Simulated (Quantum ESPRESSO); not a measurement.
# Al(100), stepped through the number of layers, part 3 of 7

Wanted: a table for Al(100) against the number of layers, and what can be fitted to it.

Quantum ESPRESSO 7.5; plane-wave DFT, PBE, GBRV ultrasoft pseudopotentials.

So far. Step 2 (Variable-cell relaxation of the reference):  The last row is no step: it is a fresh SCF in the final cell with a new plane-wave basis, +0 meV from the row before.

## 5. Self-consistent run, 4 layers

A run under open boundaries on these atoms gives the vacuum levels.

The input, m0.esm.in:

```
&control
  prefix = 'm0.esm'
  outdir = './out'
  pseudo_dir = './pseudo'
  calculation = 'scf'
  tprnfor = .true.
/
&system
  ibrav = 0
  nat = 4
  ntyp = 1
  ecutwfc = 40
  ecutrho = 200
  occupations = 'smearing'
  smearing = 'mv'
  degauss = 0.02
  assume_isolated = 'esm'
  esm_bc = 'bc1'
/
&electrons
  conv_thr = 1e-08
  mixing_beta = 0.25
  electron_maxstep = 160
  mixing_mode = 'local-TF'
  mixing_ndim = 12
/
ATOMIC_SPECIES
  Al  26.9815  al_pbe_v1.uspp.F.UPF
CELL_PARAMETERS angstrom
  2.85639291368519 0.00000000000000 0.00000000000000
  0.00000000000000 2.85639291368519 0.00000000000000
  0.00000000000000 0.00000000000000 22.01803885823456
ATOMIC_POSITIONS crystal
  Al  0.500000000000 0.500000000000 -0.137840505300
  Al  0.000000000000 0.000000000000 -0.045601785100
  Al  0.500000000000 0.500000000000 0.045601785100
  Al  0.000000000000 0.000000000000 0.137840505300
K_POINTS automatic
  12 12 1 0 0 0
```

Launch:

```bash
OMP_NUM_THREADS=1 mpirun -n 4 pw.x -nk 4 -in m0.esm.in > m0.esm.out
```

What it wrote:

```text
[banner, memory and clock lines left out]
Program PWSCF v.7.5 starts
[citation notice left out]

[...]
Message from routine setup:
[...]
bravais-lattice index     =            0
     lattice parameter (alat)  =       5.3978  a.u.
     unit-cell volume          =    1212.3029 (a.u.)^3
     number of atoms/cell      =            4
     number of atomic types    =            1
     number of electrons       =        12.00
     number of Kohn-Sham states=           10
     kinetic-energy cutoff     =      40.0000  Ry
     charge density cutoff     =     200.0000  Ry
     scf convergence threshold =      1.0E-08
     mixing beta               =       0.2500
     number of iterations used =           12  local-TF  mixing
     Exchange-correlation= SLA  PW   PBE  PBE
                           (   1   4   3   4   0   0   0)

     Effective Screening Medium Method
     Boundary Conditions: Vacuum-Slab-Vacuum
     total charge in unit cell        =   0.0000
     grid points for fit at edges     =        4

[...]
PseudoPot. # 1 for Al read from file:
     ./pseudo/al_pbe_v1.uspp.F.UPF
     Pseudo is Ultrasoft + core correction, Zval =  3.0
     Generated by new atomic code, or converted to UPF format
     Using radial grid of  893 points,  3 beta functions with:
                l(1) =   0
                l(2) =   1
                l(3) =   2
     Q(r) pseudized with  8 coefficients,  rinner =    0.900   0.900   0.900
                                                       0.900   0.900

     atomic species   valence    mass     pseudopotential
     Al                3.00    26.98150     Al( 1.00)

     16 Sym. Ops., with inversion, found ( 8 have fractional translation)

[...]
number of k points=    28  Marzari-Vanderbilt smearing, width (Ry)=  0.0200
[...]
Dense  grid:    57859 G-vectors     FFT dimensions: (  30,  30, 192)

     Smooth grid:    41459 G-vectors     FFT dimensions: (  24,  24, 180)

     Initial potential from superposition of free atoms

     starting charge      11.9901, renormalised to      12.0000

     negative rho (up, down):  1.597E-04 0.000E+00
     Starting wfcs are   16 randomized atomic wfcs

     per-process dynamical memory:    41.2 Mb

     Self-consistent Calculation

     iteration #  1     ecut=    40.00 Ry     beta= 0.25
     Davidson diagonalization with overlap
     ethr =  1.00E-02,  avg # of iterations =  4.5

     negative rho (up, down):  2.555E-05 0.000E+00

     total energy              =     -26.67008012 Ry
     estimated scf accuracy    <       0.16553032 Ry

     iteration #  2     ecut=    40.00 Ry     beta= 0.25
[...]
negative rho (up, down):  4.130E-05 0.000E+00

[...]
total energy              =     -26.77341743 Ry
     estimated scf accuracy    <       0.17633232 Ry

     iteration #  3     ecut=    40.00 Ry     beta= 0.25
[...]
negative rho (up, down):  3.475E-04 0.000E+00

[...]
total energy              =     -26.74963939 Ry
     estimated scf accuracy    <       0.18486871 Ry

     iteration #  4     ecut=    40.00 Ry     beta= 0.25
[...]
negative rho (up, down):  7.486E-04 0.000E+00

[...]
total energy              =     -26.75433319 Ry
     estimated scf accuracy    <       0.04323863 Ry

     iteration #  5     ecut=    40.00 Ry     beta= 0.25
[...]
negative rho (up, down):  6.099E-06 0.000E+00

[...]
total energy              =     -26.76177096 Ry
     estimated scf accuracy    <       0.01907733 Ry

     iteration #  6     ecut=    40.00 Ry     beta= 0.25
[...]
negative rho (up, down):  2.781E-05 0.000E+00

[...]
total energy              =     -26.76754984 Ry
     estimated scf accuracy    <       0.04246725 Ry

[...]
iteration # 47     ecut=    40.00 Ry     beta= 0.25
[...]
negative rho (up, down):  1.959E-04 0.000E+00

[...]
total energy              =     -26.76114828 Ry
     estimated scf accuracy    <       0.00000017 Ry

     iteration # 48     ecut=    40.00 Ry     beta= 0.25
[...]
negative rho (up, down):  1.949E-04 0.000E+00

[...]
total energy              =     -26.76114839 Ry
     estimated scf accuracy    <       0.00000014 Ry

     iteration # 49     ecut=    40.00 Ry     beta= 0.25
[...]
negative rho (up, down):  1.966E-04 0.000E+00

[...]
total energy              =     -26.76114822 Ry
     estimated scf accuracy    <       0.00000008 Ry

     iteration # 50     ecut=    40.00 Ry     beta= 0.25
[...]
negative rho (up, down):  1.935E-04 0.000E+00

[...]
End of self-consistent calculation

          k = 0.0000 0.0000 0.0000 (  5251 PWs)   bands (ev):

   -14.9666 -13.5761 -11.4410  -8.5889  -6.2782  -2.8093  -0.8741   0.0799
     0.2299   1.7190

          k = 0.0000 0.0833 0.0000 (  5227 PWs)   bands (ev):

   -14.8408 -13.4512 -11.3174  -8.4665  -6.1605  -2.6965  -0.7511  -0.5930
     0.3443   0.6833

[...]
the Fermi energy is    -4.2809 ev

!    total energy              =     -26.76114863 Ry
     estimated scf accuracy    <          1.1E-09 Ry
     smearing contrib. (-TS)   =      -0.00046070 Ry
     internal energy E=F+TS    =     -26.76068793 Ry

     The total energy is F=E-TS. E is the sum of the following terms:
     one-electron contribution =     328.59129241 Ry
     hartree contribution      =    -163.66944643 Ry
     xc contribution           =     -16.95519440 Ry
     ewald contribution        =    -174.72733950 Ry

     convergence has been achieved in  50 iterations

     negative rho (up, down):  1.935E-04 0.000E+00

     Forces acting on atoms (cartesian axes, Ry/au):

     atom    1 type  1   force =     0.00000000    0.00000000   -0.00098986
     atom    2 type  1   force =     0.00000000    0.00000000    0.00043810
     atom    3 type  1   force =     0.00000000    0.00000000   -0.00043810
     atom    4 type  1   force =     0.00000000    0.00000000    0.00098986

     Total force =     0.001531     Total SCF correction =     0.000032

[...]
```

Elapsed: 54 s, on 4 MPI ranks of Arm Neoverse V1, shared host; peak memory 0.37 GiB; 3.6 min of CPU time.

This step gave:

| Property | Result |
| --- | --- |
| Fermi energy | -4.281 eV |
| vacuum line at the lower end of the cell, over the Fermi level | 4.281 eV |
| vacuum line at the upper end of the cell, over the Fermi level | 4.281 eV |

The potential energy, planar mean oscillates, so the rows of the table below give means over windows of 1 Å about each position, cut where the curve ends. Its maxima inside the range that stand out by 2 % of the span (Å: eV): -2.1: -2.02, 0.0: -2.10, 2.1: -2.02. Its minima: -3.0: -11.9, -1.0: -12.0, 1.0: -12.0, 3.0: -11.9.

Electrostatic potential energy of an electron; zero at the Fermi level. Potential energy, planar mean against z; means over each step:

| z (Å) | potential energy, planar mean (eV) |
| --- | --- |
| -11 | 4.28 |
| -10 | 4.28 |
| -9 | 4.28 |
| -8 | 4.28 |
| -7 | 4.28 |
| -6 | 4.24 |
| -5 | 3.81 |
| -4 | -0.551 |
| -3 | -9.83 |
| -2 | -3.58 |
| -1 | -9.98 |
| 0 | -3.76 |
| 1 | -9.98 |
| 2 | -3.58 |
| 3 | -9.83 |
| 4 | -0.551 |
| 5 | 3.81 |
| 6 | 4.24 |
| 7 | 4.28 |
| 8 | 4.28 |
| 9 | 4.28 |
| 10 | 4.28 |

The vacuum levels are read from the outermost 0.7 Å of the cell on either side.

Inside the slab this potential holds the local part of the pseudopotentials, which can be repulsive at the nuclei; only its value in the vacuum has a meaning of its own.

[end of part 3 of 7]

[Logs are printed without paths, hosts, clocks, repeated set-up lines and the standing remarks that a program may print on its own settings, such as how far it seeks lower states.]

[Hosts, paths, dates, database ids (printed as entryN), source tags and the programs' standing remarks are cut or masked in the printed files.]

[Maps of the electrostatic potential energy from Ansatz leave out the sawtooth potential of an applied field or a dipole correction, so their vacuum need not be flat; planar profiles and work functions include it.]
